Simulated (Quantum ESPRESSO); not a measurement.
# Te on Mg(0001), fcc start, 2x2 cell: photoemission fingerprints, part 2 of 2

Aim: how the adsorbate changes the work function, the valence spectrum and the core levels in Te on Mg(0001), fcc start, 2x2 cell.

Quantum ESPRESSO 7.5; DFT, PBE, plane waves, ultrasoft GBRV pseudopotentials, scalar-relativistic.

So far, work function, upper face (eV): step 2 (the clean face: planar potential) 3.76; step 6 (17 atoms, operation self-consistent run) 4.64.

**8. Bands by layer**

The bands are solved at chosen points on the fixed potential, and their plane-wave coefficients give each state's weight in the small cell's zone.

Input file bands.in:

```
&control
  calculation = 'bands'
  prefix = 'pes'
  outdir = './tmp'
  pseudo_dir = './pp'
  verbosity = 'high'
  tefield = .true.
  dipfield = .true.
/
&system
  ibrav = 0
  nat = 17
  ntyp = 2
  ecutwfc = 40.0
  ecutrho = 200.0
  occupations = 'smearing'
  nbnd = 107
  smearing = 'fd'
  degauss = 0.00367
  edir = 3
  emaxpos = 0.98
  eopreg = 0.04
  eamp = 0.0
/
&electrons
  conv_thr = 1e-07
  mixing_beta = 0.3
  electron_maxstep = 120
  mixing_mode = 'local-TF'
  diago_full_acc = .true.
/
ATOMIC_SPECIES
Te 127.6000 te_pbe_v1.uspp.F.UPF
Mg 24.3050 mg_pbe_v1.4.uspp.F.UPF
CELL_PARAMETERS angstrom
 6.380000140 0.000000000 0.000000000
 3.190000070 5.525239620 0.000000000
 0.000000000 0.000000000 24.534998720
ATOMIC_POSITIONS crystal
Te 0.166980960 0.166667090 0.705921720
Mg -0.003162580 -0.003200950 0.621845870
Mg 0.506601220 -0.003281650 0.621787140
Mg -0.003203140 0.506482640 0.621816460
Mg 0.499991120 0.499999740 0.620991580
Mg 0.833801110 0.333096520 0.515974080
Mg 0.333095960 0.333101680 0.515961260
Mg 0.833371680 0.833333220 0.515940360
Mg 0.333093370 0.833801610 0.515967660
Mg 0.000000000 0.000000000 0.411453030
Mg 0.500000000 0.000000000 0.411453030
Mg 0.000000000 0.500000000 0.411453030
Mg 0.500000000 0.500000000 0.411453030
Mg 0.833333330 0.333333330 0.305685760
Mg 0.333333330 0.333333330 0.305685760
Mg 0.833333330 0.833333330 0.305685760
Mg 0.333333330 0.833333330 0.305685760
K_POINTS crystal
37
 0.33333333 -0.33333333 0.00000000 1
 0.25000000 -0.37500000 0.00000000 1
 0.16666667 -0.41666667 0.00000000 1
 0.08333333 -0.45833333 0.00000000 1
 0.00000000 0.50000000 0.00000000 1
 -0.08333333 0.45833333 0.00000000 1
 ! [... 29 more points ...]
 0.25000000 0.50000000 0.00000000 1
 0.29166667 -0.41666667 0.00000000 1
```

Launch:

```console
> OMP_NUM_THREADS=1 mpirun -n 8 pw.x -nk 8 -in bands.in > bands.out
```

Wall time 4.8 min (8 MPI ranks of Arm Neoverse V2, shared host).

A(k,E), total over k along the path and E. Zero: Fermi level.

Ten even steps from '_' (0.01 eV⁻¹) to '@' (3.37 eV⁻¹), each cell a mean:
```
++++++==##==::..__..::------::..__..::==--::--::::::::++++++
**##++%%**::..::..______________..::::--::------========++++
++--##%%++......::::..______..::::..__--==--::--::--======++
--++++++......____..::--------::..__....======::::::::====--
==**##--....::..______......______....::--==--::::--++**##==
@@@@**::::........______________........::----==++++----++@@
@@##--....::......::..________..::......::--------::--==##@@
@@==::::....::......::......::............--++----==++**##@@
::==--::::....::......::::::......::::....::++******++##**::
..::--::::::......::....__....::::....::::::==++**##%%++..__
..::----::::--::..................::::::..----****++::......
__..----::::....----::::..::::::--::....----==--::::....____
______==--::--..__..::::::::::....__..--::==::..____________
______..==::::--..______________..::::..==::________________
________::==::..----..______..::--::..----..________________
__________----::....----------::....----..__________________
____________--::--..__________..::----::____________________
____________..--::----::::::----::--::______________________
______________..----::::----::::--..________________________
__________________::--------==--..__________________________
______________________......________________________________
____________________________________________________________
```
Columns: k along the path (Å⁻¹) from 0 to 3.11; rows upwards: E (eV) from -7.7 to 3.18.

A(k,E), top over k along the path and E. Zero: Fermi level.

Ten even steps from '0' (0.00 eV⁻¹) to '9' (0.96 eV⁻¹), each cell a mean:
```
544463211122322101233232222445
564752122101111112232333334455
436531112211001221124323234434
445311100133333210113442222454
676322210011111001123332234576
975321111100000012211334543349
553112112211001121123333223476
742311211122222211211353345657
354321121112221112221336654453
233222112211111221134333447631
554333431122222113322456774345
125543124433333333334478755421
111443421133333221243642221111
011243242100000113324210000000
000014323311001242242100000000
000002331134443212321000000000
000000223100000123210000000000
000000012332123321100000000000
000000001112321110000000000000
000000000011111100000000000000
000000000000000000000000000000
000000000000000000000000000000
```
Columns: k along the path (Å⁻¹) from 0 to 3.11; rows upwards: E (eV) from -7.7 to 3.18.

A(k,E), middle over k along the path and E. Zero: Fermi level.

Values in eV⁻¹, 12 rows by 16 columns, each cell a mean:
```
0.65 0.55 0.73 0.17 0.08 0.06 0.10 0.09 0.05 0.15 0.33 0.28 0.26 0.26 0.42 0.57
0.53 0.71 0.47 0.10 0.12 0.13 0.10 0.11 0.14 0.10 0.38 0.35 0.26 0.28 0.46 0.55
0.57 0.70 0.16 0.17 0.09 0.07 0.10 0.09 0.06 0.13 0.27 0.44 0.38 0.43 0.58 0.62
1.19 0.36 0.16 0.12 0.15 0.11 0.06 0.07 0.15 0.13 0.15 0.39 0.39 0.35 0.38 0.99
0.52 0.27 0.17 0.12 0.12 0.15 0.20 0.19 0.12 0.13 0.12 0.37 0.53 0.50 0.82 0.76
0.15 0.33 0.22 0.18 0.11 0.11 0.09 0.10 0.11 0.14 0.19 0.27 0.77 0.89 0.45 0.08
0.03 0.32 0.25 0.18 0.17 0.19 0.20 0.20 0.19 0.14 0.23 0.31 0.23 0.10 0.05 0.02
0.01 0.08 0.35 0.21 0.24 0.08 0.06 0.06 0.14 0.26 0.22 0.32 0.03 0.02 0.02 0.01
0.01 0.01 0.22 0.35 0.16 0.25 0.27 0.27 0.20 0.21 0.41 0.06 0.01 0.01 0.01 0.01
0.01 0.01 0.02 0.29 0.40 0.23 0.20 0.21 0.27 0.46 0.12 0.01 0.01 0.01 0.01 0.01
0.00 0.00 0.01 0.02 0.23 0.48 0.48 0.48 0.43 0.08 0.01 0.01 0.00 0.00 0.00 0.00
0.00 0.00 0.00 0.01 0.02 0.05 0.10 0.08 0.03 0.01 0.01 0.00 0.00 0.00 0.00 0.00
```
Columns: k along the path (Å⁻¹) from 0 to 3.11; rows upwards: E (eV) from -7.7 to 3.18.

A(k,E), bottom over k along the path and E. Zero: Fermi level.

Ten even steps from '0' (0.00 eV⁻¹) to '9' (1.61 eV⁻¹), each cell a mean:
```
444373210113332101232132222544
464851121000000012222234544354
437741012210001221024223333335
355411000123333210014442211333
355211110001110000113532224563
974221111000000001111333443249
862112111100000110122232222368
632211211111111111111232235666
132110121111221112211246665641
013111001211001221011135666200
002211210011111111111224421000
001321012221111221112230000000
000221200012222100121310000000
000032121000000002213100000000
000013212210001221132000000000
000002320123332101321000000000
000000223100000123210000000000
000000022332223422100000000000
000000002212332221000000000000
000000000133333200000000000000
000000000000110000000000000000
000000000000000000000000000000
```
Columns: k along the path (Å⁻¹) from 0 to 3.11; rows upwards: E (eV) from -7.7 to 3.18.

Peaks of A(k,E) at the labelled points: for each region the eleven nearest the zero at most, each over 6 % of that point's highest, less those above the energy where the solved bands run out; weight and spread sum the levels within three half widths or 0.3 eV, so near peaks share levels. Peaks of the spectral function, the first 40 of 102 rows:

| point | weight on | E (eV) | A (1/eV) | weight near the peak | rms spread of levels (eV) |
| --- | --- | --- | --- | --- | --- |
| K | total | -2.04 | 0.859 | 0.427 | 0.093 |
| K | total | -0.3 | 5.746 | 3.275 | 0.124 |
| K | total | 0.38 | 5.635 | 2.478 | 0.018 |
| K | total | 1.28 | 2.141 | 1.152 | 0.146 |
| K | total | 2.22 | 4.351 | 2.091 | 0.043 |
| K | total | 2.98 | 2.538 | 1.095 | 0.026 |
| K | top | -3.18 | 0.292 | 0.127 | 0.015 |
| K | top | -2.04 | 0.779 | 0.42 | 0.093 |
| K | top | -0.72 | 0.848 | 0.665 | 0.175 |
| K | top | -0.46 | 0.85 | 0.703 | 0.19 |
| K | top | 0.38 | 1.634 | 0.732 | 0.018 |
| K | top | 1.1 | 0.649 | 0.47 | 0.161 |
| K | top | 1.26 | 0.682 | 0.47 | 0.161 |
| K | top | 2.24 | 1.021 | 0.486 | 0.047 |
| K | top | 2.98 | 0.785 | 0.343 | 0.026 |
| K | middle | -0.3 | 2.829 | 1.578 | 0.101 |
| K | middle | 0.38 | 1.138 | 0.454 | 0.019 |
| K | middle | 1.28 | 0.675 | 0.344 | 0.127 |
| K | middle | 2.22 | 1.615 | 0.78 | 0.041 |
| K | middle | 2.98 | 0.774 | 0.332 | 0.028 |
| K | bottom | -0.28 | 2.219 | 1.165 | 0.084 |
| K | bottom | 0.38 | 2.862 | 1.292 | 0.018 |
| K | bottom | 1.28 | 0.784 | 0.338 | 0.104 |
| K | bottom | 2.2 | 1.741 | 0.824 | 0.038 |
| K | bottom | 3 | 0.985 | 0.419 | 0.023 |
| Γ | total | -6.64 | 2.184 | 0.993 | 0 |
| Γ | total | -5.82 | 2.172 | 0.976 | 0 |
| Γ | total | -4.52 | 2.082 | 0.952 | 0 |
| Γ | total | -2.88 | 1.752 | 0.877 | 0.137 |
| Γ | total | -2.2 | 0.865 | 0.412 | 0.11 |
| Γ | total | -1.7 | 0.423 | 0.118 | 0.019 |
| Γ | total | -1 | 1.429 | 0.642 | 0.033 |
| Γ | total | -0.48 | 0.739 | 0.302 | 0.092 |
| Γ | total | 0.9 | 0.615 | 0.227 | 0.058 |
| Γ | total | 1.42 | 1.7 | 0.771 | 0.019 |
| Γ | total | 3.1 | 1.945 | 1.065 | 0.116 |
| Γ | top | -4.52 | 0.651 | 0.299 | 0 |
| Γ | top | -2.88 | 0.552 | 0.334 | 0.198 |
| Γ | top | -2.44 | 0.338 | 0.456 | 0.304 |
| Γ | top | -2.2 | 0.358 | 0.217 | 0.129 |

States with weight above 0.08 nearest the zero at K of the zone, within the window kept, -6.6 to 3.2 eV (levels that the program groups as degenerate share a row):

| E (eV) | weight, total | weight, top | weight, middle | weight, bottom |
| --- | --- | --- | --- | --- |
| -0.76 | 0.20 | 0.17 | 0.02 | 0.01 |
| -0.70 | 0.19 | 0.14 | 0.04 | 0.00 |
| -0.47 | 0.68 | 0.22 | 0.31 | 0.14 |
| -0.31 | 0.95 | 0.05 | 0.38 | 0.52 |
| -0.30 | 0.93 | 0.08 | 0.66 | 0.20 |
| -0.19 | 0.52 | 0.04 | 0.18 | 0.30 |
| 0.37 | 0.97 | 0.06 | 0.14 | 0.78 |
| 0.37 | 0.73 | 0.44 | 0.15 | 0.14 |
| 0.41 | 0.78 | 0.23 | 0.17 | 0.38 |
| 0.91 | 0.17 | 0.12 | 0.03 | 0.02 |

States with weight above 0.08 nearest the zero at Γ of the zone, within the window kept, -6.6 to 3.2 eV (levels that the program groups as degenerate share a row):

| E (eV) | weight, total | weight, top | weight, middle | weight, bottom |
| --- | --- | --- | --- | --- |
| -2.89 | 0.78 | 0.24 | 0.19 | 0.35 |
| -2.45 | 0.10 | 0.10 | 0.00 | 0.00 |
| -2.19 | 0.32 | 0.12 | 0.05 | 0.14 |
| -1.70 | 0.10 | 0.04 | 0.02 | 0.04 |
| -1.00 | 0.62 | 0.16 | 0.18 | 0.27 |
| -0.47 | 0.28 | 0.11 | 0.07 | 0.10 |
| 0.90 | 0.21 | 0.07 | 0.04 | 0.09 |
| 1.43 | 0.77 | 0.22 | 0.15 | 0.39 |
| 2.80 | 0.20 | 0.09 | 0.02 | 0.07 |
| 3.10 | 0.86 | 0.18 | 0.11 | 0.38 |

States with weight above 0.08 nearest the zero at M of the zone, within the window kept, -6.6 to 3.2 eV (levels that the program groups as degenerate share a row):

| E (eV) | weight, total | weight, top | weight, middle | weight, bottom |
| --- | --- | --- | --- | --- |
| -1.70 | 0.30 | 0.03 | 0.10 | 0.16 |
| -1.17 | 0.67 | 0.17 | 0.11 | 0.38 |
| -1.11 | 0.33 | 0.07 | 0.06 | 0.20 |
| -1.00 | 0.13 | 0.05 | 0.03 | 0.04 |
| -0.82 | 0.66 | 0.23 | 0.19 | 0.24 |
| -0.47 | 0.24 | 0.07 | 0.09 | 0.08 |
| 0.19 | 0.67 | 0.18 | 0.21 | 0.28 |
| 0.34 | 0.33 | 0.08 | 0.11 | 0.14 |
| 0.68 | 0.66 | 0.20 | 0.23 | 0.23 |
| 0.90 | 0.26 | 0.07 | 0.09 | 0.11 |

**9. With spin–orbit coupling: self-consistent run**

This step: DFT, PBE, plane waves, norm-conserving PseudoDojo pseudopotentials, with spin-orbit coupling (Quantum ESPRESSO 7.5).

Spin–orbit coupling splits and shifts levels of heavy atoms, so the bands are solved again with spinors. It starts from the last accepted geometry of the run before, which hadn't met its force target.

Input file scf.in:

```
&control
  calculation = 'scf'
  prefix = 'pes'
  outdir = './tmp'
  pseudo_dir = './pp'
  tprnfor = .true.
  tefield = .true.
  dipfield = .true.
/
&system
  ibrav = 0
  nat = 17
  ntyp = 2
  ecutwfc = 84.0
  ecutrho = 336.0
  occupations = 'smearing'
  nbnd = 224
  smearing = 'fd'
  degauss = 0.00367
  noncolin = .true.
  lspinorb = .true.
  edir = 3
  emaxpos = 0.98
  eopreg = 0.04
  eamp = 0.0
/
&electrons
  conv_thr = 1e-07
  mixing_beta = 0.3
  electron_maxstep = 120
  mixing_mode = 'local-TF'
/
ATOMIC_SPECIES
Te 127.6000 Te.upf
Mg 24.3050 Mg.upf
CELL_PARAMETERS angstrom
 6.380000140 0.000000000 0.000000000
 3.190000070 5.525239620 0.000000000
 0.000000000 0.000000000 24.534998720
ATOMIC_POSITIONS crystal
Te 0.166980960 0.166667090 0.705921720
Mg -0.003162580 -0.003200950 0.621845870
Mg 0.506601220 -0.003281650 0.621787140
Mg -0.003203140 0.506482640 0.621816460
Mg 0.499991120 0.499999740 0.620991580
Mg 0.833801110 0.333096520 0.515974080
Mg 0.333095960 0.333101680 0.515961260
Mg 0.833371680 0.833333220 0.515940360
Mg 0.333093370 0.833801610 0.515967660
Mg 0.000000000 0.000000000 0.411453030
Mg 0.500000000 0.000000000 0.411453030
Mg 0.000000000 0.500000000 0.411453030
Mg 0.500000000 0.500000000 0.411453030
Mg 0.833333330 0.333333330 0.305685760
Mg 0.333333330 0.333333330 0.305685760
Mg 0.833333330 0.833333330 0.305685760
Mg 0.333333330 0.833333330 0.305685760
K_POINTS automatic
6 6 1 0 0 0
```

Launch:

```console
> OMP_NUM_THREADS=1 mpirun -n 8 pw.x -nk 4 -in scf.in > scf.out
```

The job ended after 86 s (8 MPI ranks).

The run ended with an error.

**10. Summary of results**

```json
{"work function": "4.64 eV (other face 3.73 eV)", "change from the clean face": "+0.88 eV"}
```

The Fermi level of Te on Mg(0001), fcc start, 2x2 cell lies 4.64 eV (other face 3.73 eV) below the vacuum, a change of +0.88 eV from the clean face. The sign fits the charge transfer: Te is more electronegative than the metal and draws charge outwards, a dipole that raises the barrier. No level with weight over 0.3 between −3.0 and 3.0 eV at the labelled points has over 60 % of its weight in the top region and under 6 % in the middle, the test used here for a surface state; levels near these limits can still be surface states of a thicker slab. After relaxation Te1 stands 2.07 Å above the top layer, bonded to 3 Mg atoms at 2.79 Å. The bare lower face differs from the lower face of the clean 1×1 slab by 0.03 eV, a measure of the error from mesh and slab. A full set of core levels wasn't obtained in this session. At 21.2 eV the valence spectrum has its highest listed peak within 10.8 eV at 2.4 eV (Te 5p). At 1486.7 eV the valence spectrum has its highest listed peaks within 12.2 eV at 2.5 eV (Te 5p) and 10.6 eV (Te 5s). The shell named is the one with most of the intensity, cross sections included, not always the one with most states there. Spin–orbit coupling is left out, which matters for the heavy atoms here. The slab's own atoms span 7.8 Å, so bulk bands appear as a few quantum-well levels, and states of the two faces can mix.

[Logs are printed without paths, hosts, clocks, repeated set-up lines and the standing remarks that a program may print on its own settings, such as how far it seeks lower states.]

[Hosts, paths, dates, database ids (printed as entryN), source tags and the programs' standing remarks are cut or masked in the printed files.]

[Maps of the electrostatic potential energy from Ansatz leave out the sawtooth potential of an applied field or a dipole correction, so their vacuum need not be flat; work functions include it.]
